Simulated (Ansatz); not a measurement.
# F on Zr(0001): change of the work function, part 4 of 4

Aim: the work function of Zr(0001) at several coverages of F (fcc site), and the dipole that each adsorbate carries.

Ansatz 0.2.0; plane-wave DFT, PBE, Ansatz PAW.

So far, work function, upper face (eV): step 2 (the clean slab) 4.17; step 3 (37 atoms, coverage 0.111 ML, cell 3x3) 4.04; step 4 (17 atoms, coverage 0.25 ML, cell 2x2) 3.89.

### 5. The covered slab, k-mesh 6×6×1, coverage 0.5 ML (continued)

The density of states has structure finer than the step of the table below, so its rows give means over 0.25 eV, whole bins alone (the curve runs from -8 to 1.14 eV). Peaks (eV: height): -7.550: 46.0, -7.430: 129, -7.190: 43.3, -1.290: 51.1, -0.870: 39.2, 0.810: 39.9, 1.050: 54.4.

Density of states against energy, zero at the Fermi level; means over each step:

```tsv
energy (eV)	density of states (states/eV a cell)
-7.75	5.97
-7.50	28.9
-7.25	18.1
-7.00	0.116
-6.75	0
-6.50	0
-6.25	0
-6.00	0
-5.75	0
-5.50	0
-5.25	0.0185
-5.00	0.980
-4.75	1.14
-4.50	1.23
-4.25	1.44
-4.00	3.21
-3.75	2.56
-3.50	3.19
-3.25	4.38
-3.00	6.00
-2.75	10.9
-2.50	14.0
-2.25	19.5
-2.00	23.3
-1.75	19.5
-1.50	13.7
-1.25	24.2
-1.00	24.1
-0.75	25.8
-0.50	18.9
-0.25	19.3
0.00	25.8
0.25	26.9
0.50	24.7
0.75	26.8
1.00	35.5
```

The relaxation took 7 steps and lowered the energy by 0.38 eV; the largest force on the free atoms ends at 0.0057 eV/Å.

The covered face has 3.80 eV, -0.36 eV against the clean one; the bare back face has moved by -0.01 eV, a measure of how thin the slab is.

### 6. The covered slab, k-mesh 12×12×1, coverage 1 ML

System of this step: F/Zr(0001). The cell holds 5 atoms: 4 Zr and 1 F. Its edges and angles: a = 3.230 Å, b = 3.230 Å, c = 27.179 Å, α = 90.0°, β = 90.0°, γ = 60.0°. Vacuum lies along c.

Another coverage, to see how the dipoles act on each other as their distance changes.

Input file input.yaml:

```yaml
crystal:
  lattice:
    - [3.23, 0.0, 0.0]
    - [1.615, 2.7972620542, 0.0]
    - [0.0, 0.0, 27.1787878942]
  atoms:
    - { symbol: Zr, position: [0.6666666667, 0.6666666667, 0.3311405952] }
    - { symbol: Zr, position: [0.0, 0.0, 0.42579879] }
    - { symbol: Zr, position: [0.6666666667, 0.6666666667, 0.5241204666] }
    - { symbol: Zr, position: [0.0, 0.0, 0.6138836777] }
    - { symbol: F, position: [0.3333333333, 0.3333333333, 0.6688594048] }
kpoints:
  mp_grid: { grid: [12, 12, 1] }
hamiltonian:
  xc: pbe
scf:
  occupations: { method: fermi_dirac, width: 0.1 }
  convergence: { dr2_threshold: 1.0e-08 }
efield:
  axis: 3
  dipole_correction: true
  ramp_position: 0.97
  ramp_width: 0.06
relax:
  f_tol: 0.02
  max_steps: 60
  constraints: [{ sites: [0, 1] }]
output:
  write_potential: true
  write_density: true
  volumetric_format: npy
```

Started as:

```sh
ansatz run input.yaml --threads 4 --pin off --max-ram 16384MiB --backend cpu --events-out ev --progress --plain --runs-dir out
```

Numbers of over 12 decimals in the logs are rounded to 6 here.

Log:

```text
[...]
Crystal: 5 atoms, lattice volume = 245.565 Å³
Basis set: ecut = 420 eV, 4879 PW (Γ), exchange–correlation on 48×48×384 points (8 copies of the dense FFT grid, shifted against one another)
Bands: 33, of which v1, the nominal top of the filled ones, is band 28 counted from 1 (27 counted from 0)
Symmetry: 6 space group operations
[...]
F+E_penalty+E_count = -17544.46780309 eV   max|allowed force component| = 9.290e-3 eV/Å
  atoms:
    - { symbol: Zr, position: [0.666667, 0.666667, 0.331141] }
    - { symbol: Zr, position: [-1.850371707762447e-17, -1.850371707762447e-17, 0.425799] }
    - { symbol: Zr, position: [0.666667, 0.666667, 0.523786] }
[...]
- { symbol: F, position: [0.333333, 0.333333, 0.664447] }
[key lines of the parts left out:]
SCF converged after 7 iterations
Free energy (F): -17544.467803 eV
Fermi energy:    3.198909 eV
Dipole field:    D = 0.003613 V/Å  (p = 0.004903 e·Å, saw-weighted, corrected)
Work function:   Φ+ = 4.0824 eV   Φ− = 4.1806 eV
```

Wall time 15 s (4 threads of Arm Neoverse V1, shared host); peak memory 0.57 GiB.

Relaxation path:

```tsv
step	energy less that of the first step (eV)	largest force component (eV/Å)
1	0.0000	1.7119
2	-0.0259	1.6829
3	-0.1260	0.1721
4	-0.1278	0.0093
```

The run keeps the 6 symmetry operations that it works with, so distortions that break them were not tested.

The atoms that moved most (Å):

```tsv
atom	dx	dy	dz	length
F5	0.000	0.000	-0.120	0.120
Zr4	0.000	0.000	0.046	0.046
Zr3	0.000	0.000	-0.009	0.009
```

Final coordinates:

```xyz
5
Lattice="3.2300 0.0000 0.0000 1.6150 2.7973 0.0000 0.0000 0.0000 27.1788" Properties=species:S:1:pos:R:3
Zr    3.2300    1.8648    9.0000
Zr    0.0000    0.0000   11.5727
Zr    3.2300    1.8648   14.2359
Zr    0.0000    0.0000   16.7304
F     1.6150    0.9324   18.0589
```

Running mean over 2.573 Å of the planar mean; the ramp of the sawtooth is left out. The electron's electrostatic potential energy less the Fermi level by z:

```tsv
z (Å)	electron's electrostatic potential energy less the Fermi level (eV)
3.5	4.18
4.0	4.18
4.5	4.17
5.0	4.15
5.5	4.09
6.0	3.92
6.5	3.44
7.0	2.12
7.5	-1.00
8.0	-5.13
8.5	-7.76
9.0	-8.45
9.5	-8.43
10.0	-8.32
10.5	-8.28
11.0	-8.30
11.5	-8.30
12.0	-8.19
12.5	-7.84
13.0	-7.69
13.5	-7.96
14.0	-8.22
14.5	-8.36
15.0	-8.66
15.5	-8.91
16.0	-8.90
16.5	-9.35
17.0	-10.3
17.5	-9.33
18.0	-5.65
18.5	-1.68
19.0	0.850
19.5	2.87
20.0	3.92
20.5	4.06
21.0	4.08
21.5	4.08
22.0	4.08
22.5	4.08
23.0	4.08
23.5	4.08
24.0	4.08
```

The relaxation took 4 steps and lowered the energy by 0.13 eV; the largest force on the free atoms ends at 0.0093 eV/Å.

The covered face has 4.08 eV, -0.08 eV against the clean one; the bare back face has moved by +0.00 eV, a measure of how thin the slab is.

### 7. Work function against coverage

This step: plane-wave DFT, PBE, Ansatz PAW; work function against coverage (Ansatz 0.2.0).

The runs are now put side by side.

Numbers from this step:

| Item | Value |
| --- | --- |
| work function of the clean face | 4.165 eV |
| largest change of the work function | -0.3637 eV |

Work function of the covered face against coverage:

```tsv
coverage (adsorbates/nm²)	work function of the covered face (eV)
0.00	4.17
1.23	4.04
2.77	3.89
5.53	3.80
11.07	4.08
```

The dipole per adsorbate comes from the change of the cell's dipole. Coverage, by row:

```tsv
coverage (1/nm²)	coverage (ML)	work function (eV)	change (eV)	dipole per adsorbate, positive end outwards (debye)	mean height of the added atoms over the highest substrate atom (Å)
1.23	0.1111	4.043	-0.1226	0.26	1.219
2.767	0.25	3.891	-0.2747	0.259	1.228
5.534	0.5	3.802	-0.3637	0.172	1.236
11.07	1	4.082	-0.08285	0.02	1.328
```

### 8. Summary of results

```json
{
 "work function of the clean face": "4.17 eV",
 "work function at 0.11 ML": "4.04 eV",
 "work function at 0.25 ML": "3.89 eV",
 "work function at 0.5 ML": "3.80 eV",
 "work function at 1 ML": "4.08 eV",
 "dipole per adsorbate at 0.11 ML, positive end outwards": "0.26 D"
}
```

In words: At the lowest coverage F changes the work function of Zr(0001) by under 0.15 eV, within the error of so thin a slab; the largest change, -0.36 eV, comes at higher coverage. The dipole per adsorbate falls from 0.26 to 0.02 D as the layer fills. Neighbouring dipoles depolarise each other, and heights and bonding change with coverage too. The work function passes a minimum near 0.5 ML among the coverages run and rises again. The slab has 4 layers, at the tabulated experimental lattice constant, one starting site was run, and quantum-size effects of a slab this thin can reach one or two tenths of an eV.

[Logs are printed without paths, hosts, clocks, repeated set-up lines and the standing remarks that a program may print on its own settings, such as how far it seeks lower states.]

[Hosts, paths, dates, database ids (printed as entryN), source tags and the programs' standing remarks are cut or masked in the printed files.]

[Maps of the electrostatic potential energy from Ansatz leave out the sawtooth potential of an applied field or a dipole correction, so their vacuum need not be flat; planar profiles and work functions include it.]

[The density of states shown here was stored with 400 of the rows of the run's finer table, so its peaks can read low, often by over a quarter, or be missed, and its means over a window can be off by a tenth or more.]
